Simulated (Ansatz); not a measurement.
# Rb on V(100): change of the work function, part 2 of 2

How does one ordered layer of Rb (top site) change the work function of V(100), and what dipole does each adsorbate carry?

Ansatz 0.2.0; plane-wave DFT, PBE-D3(BJ), Ansatz PAW (the session's first sound run).

So far, work function, upper face (eV): step 2 (the clean slab, PBE D3(BJ)) 3.71; step 3 (adsorbate added, PBE D3(BJ)) 1.73; step 5 (another level of theory, functional LDA) 1.90; step 6 (another level of theory, functional RPBE) 1.66; step 7 (another level of theory, functional revpbe) 1.62.

## (8) Side by side

Times are for 4 threads of Arm Neoverse N1, shared host. The series side by side:

```
no.  functional  work function, upper face (eV)  dipole along the normal (e·Å)     time  memory (GiB)
  1         lda                           1.898                         0.4379  2.3 min           3.3
  2        rpbe                           1.659                         0.4082  2.4 min           3.4
  3      revpbe                           1.622                         0.4188  2.5 min           3.4
```

## (9) A changed input

This step: plane-wave DFT, PBE-D3(BJ), Ansatz PAW (Ansatz 0.2.0).

An input spoilt on purpose, to show how the run answers: it repeats the earlier run at 0.25 ML with total_charge to 0.5, and scf.max_iter set to 50; its output block differs too.

Contents of input.yaml:

```yaml
crystal:
  lattice:
    - [6.04, 0.0, 0.0]
    - [0.0, 6.04, 0.0]
    - [0.0, 0.0, 27.620325579]
  atoms:
    - { symbol: V, position: [0.0, 0.0, 0.3258469917] }
    - { symbol: V, position: [0.25, 0.25, 0.3805168759] }
    - { symbol: V, position: [0.0, 0.0, 0.4323935342] }
    - { symbol: V, position: [0.25, 0.25, 0.486789187] }
    - { symbol: V, position: [0.0, 0.0, 0.5323552591] }
    - { symbol: V, position: [0.0, 0.5, 0.3258469917] }
    - { symbol: V, position: [0.25, 0.75, 0.3805168759] }
    - { symbol: V, position: [0.0, 0.5, 0.4323935342] }
    - { symbol: V, position: [0.25, 0.75, 0.486789187] }
    - { symbol: V, position: [0.0, 0.5, 0.5323552591] }
    - { symbol: V, position: [0.5, 0.0, 0.3258469917] }
    - { symbol: V, position: [0.75, 0.25, 0.3805168759] }
    - { symbol: V, position: [0.5, 0.0, 0.4323935342] }
    - { symbol: V, position: [0.75, 0.25, 0.486789187] }
    - { symbol: V, position: [0.5, 0.0, 0.5323552591] }
    - { symbol: V, position: [0.5, 0.5, 0.3258469917] }
    - { symbol: V, position: [0.75, 0.75, 0.3805168759] }
    - { symbol: V, position: [0.5, 0.5, 0.4323935342] }
    - { symbol: V, position: [0.75, 0.75, 0.486789187] }
    - { symbol: V, position: [0.5, 0.5, 0.5323552591] }
    - { symbol: Rb, position: [0.0, 0.0, 0.6741530083] }
kpoints:
  mp_grid: { grid: [5, 5, 1] }
hamiltonian:
  xc: pbe
  dispersion: d3bj
scf:
  occupations: { method: fermi_dirac, width: 0.1 }
  convergence: { dr2_threshold: 1.0e-08 }
  max_iter: 50
efield:
  axis: 3
  dipole_correction: true
  ramp_position: 0.97
  ramp_width: 0.06
relax:
  f_tol: 0.02
  max_steps: 60
  constraints: [{ sites: [0, 1, 5, 6, 10, 11, 15, 16] }]
output:
  bader: true
  dos: { projected: true, e_range: [-8, 4] }
  write_potential: true
  write_density: true
  volumetric_format: npy
total_charge: 0.5
```

Launch:

```sh
> ansatz run input.yaml --threads 4 --pin off --max-ram 6144MiB --backend cpu --events-out ev --progress --plain --runs-dir out
```

Elapsed: 0.03 s, on 4 threads of Arm Neoverse N1, shared host; peak memory 0.08 GiB; 0.02 s of CPU time.

The input was rejected at the start.

The program's message: “Error: efield: with total_charge ≠ 0 without external_charges — the saw-weighted dipole of a charged cell depends on the ramp position (the isolated-slab reference a dipole correction restores does no …”

The fault put into the input: a net charge in a cell with a dipole correction and no gate.

## (10) Varying the input: basis.ecutwfc = "700 eV"

System of this step: V(100). The cell holds 5 atoms: 5 V. Its edges and angles: a = 3.020 Å, b = 3.020 Å, c = 24.040 Å, α = 90.0°, β = 90.0°, γ = 90.0°. Vacuum lies along c.

Another changed input: it repeats the earlier run at 0 ML with basis.ecutwfc to 700 eV; its output block differs too.

Contents of input.yaml:

```yaml
crystal:
  lattice:
    - [3.02, 0.0, 0.0]
    - [0.0, 3.02, 0.0]
    - [0.0, 0.0, 24.04]
  atoms:
    - { symbol: V, position: [0.0, 0.0, 0.3743760399] }
    - { symbol: V, position: [0.5, 0.5, 0.43718802] }
    - { symbol: V, position: [0.0, 0.0, 0.5] }
    - { symbol: V, position: [0.5, 0.5, 0.56281198] }
    - { symbol: V, position: [0.0, 0.0, 0.6256239601] }
kpoints:
  mp_grid: { grid: [10, 10, 1] }
hamiltonian:
  xc: pbe
  dispersion: d3bj
scf:
  occupations: { method: fermi_dirac, width: 0.1 }
  convergence: { dr2_threshold: 1.0e-08 }
efield:
  axis: 3
  dipole_correction: true
  ramp_position: 0.97
  ramp_width: 0.06
relax:
  f_tol: 0.02
  max_steps: 60
  constraints: [{ sites: [0, 1] }]
output:
  write_potential: true
  write_density: true
  volumetric_format: npy
basis:
  ecutwfc: "700 eV"
```

The job ended after 2 min (4 threads; peak memory 0.9 GiB).

Step by step:

```
step  energy less that of the first step (eV)  largest force component (eV/Å)
   1                                   0.0000                          1.3708
   2                                  -0.1812                          0.5699
   3                                  -0.2161                          0.1168
   4                                  -0.2195                          0.0316
   5                                  -0.2195                          0.0017
```

The run keeps the 8 symmetry operations that the program found, so distortions that break them were not tested.

The atoms that moved most (Å):

```
atom     dx     dy      dz  length
  V5  0.000  0.000  -0.337   0.337
  V4  0.000  0.000  -0.085   0.085
  V3  0.000  0.000  -0.078   0.078
```

Final coordinates:

```cif
data_structure
_symmetry_space_group_name_H-M 'P 1'
_symmetry_Int_Tables_number 1
_cell_length_a 3.0200
_cell_length_b 3.0200
_cell_length_c 24.0400
_cell_angle_alpha 90.000
_cell_angle_beta 90.000
_cell_angle_gamma 90.000
_cell_volume 219.25
loop_
_atom_site_label
_atom_site_type_symbol
_atom_site_fract_x
_atom_site_fract_y
_atom_site_fract_z
_atom_site_occupancy
V1 V 0.00000 0.00000 0.37438 1
V2 V 0.50000 0.50000 0.43719 1
V3 V 0.00000 0.00000 0.49677 1
V4 V 0.50000 0.50000 0.55927 1
V5 V 0.00000 0.00000 0.61161 1
```

This step gave:

```
energy at zero smearing        : -14561.5117 eV
work function, upper face      : 3.712 eV
work function, lower face      : 3.828 eV
dipole along the normal        : 0.005865 e·Å
step between the vacuum levels : -0.1164 eV
```

```
                      quantity  this run  earlier run  difference
work function, upper face (eV)     3.712        3.712     -3.4e-4
work function, lower face (eV)     3.828        3.829     -1.6e-4
 dipole along the normal (e·Å)  0.005865     0.005857      7.9e-6
```

Nothing in the table moves by 0.01 in its unit (for the dipole 0.5 % and 5e-5 e·Å).

## (11) Outcome

| Quantity | Value |
| --- | --- |
| work function of the clean face | 3.71 eV |
| work function at 0.25 ML | 1.73 eV |
| dipole per adsorbate at 0.25 ML, positive end outwards | 1.92 D |

In words: Rb lowers the work function of V(100) at the lowest coverage, by 1.98 eV: the adsorbate layer has its positive end outwards. One coverage alone was completed, so no trend follows. The slab has 5 layers, at the tabulated experimental lattice constant, one starting site was run, and quantum-size effects of a slab this thin can reach one or two tenths of an eV. The main runs have no spin polarisation; a magnetic state could lie lower and would change these results.

[Long decimals in the printed logs are rounded to 6 places.]

[Logs are printed without paths, hosts, clocks, repeated set-up lines and the standing remarks that a program may print on its own settings, such as how far it seeks lower states.]

[Hosts, paths, dates, database ids (printed as entryN), source tags and the programs' standing remarks are cut or masked in the printed files.]

[Maps of the electrostatic potential energy from Ansatz leave out the sawtooth potential of an applied field or a dipole correction, so their vacuum need not be flat; planar profiles and work functions include it.]
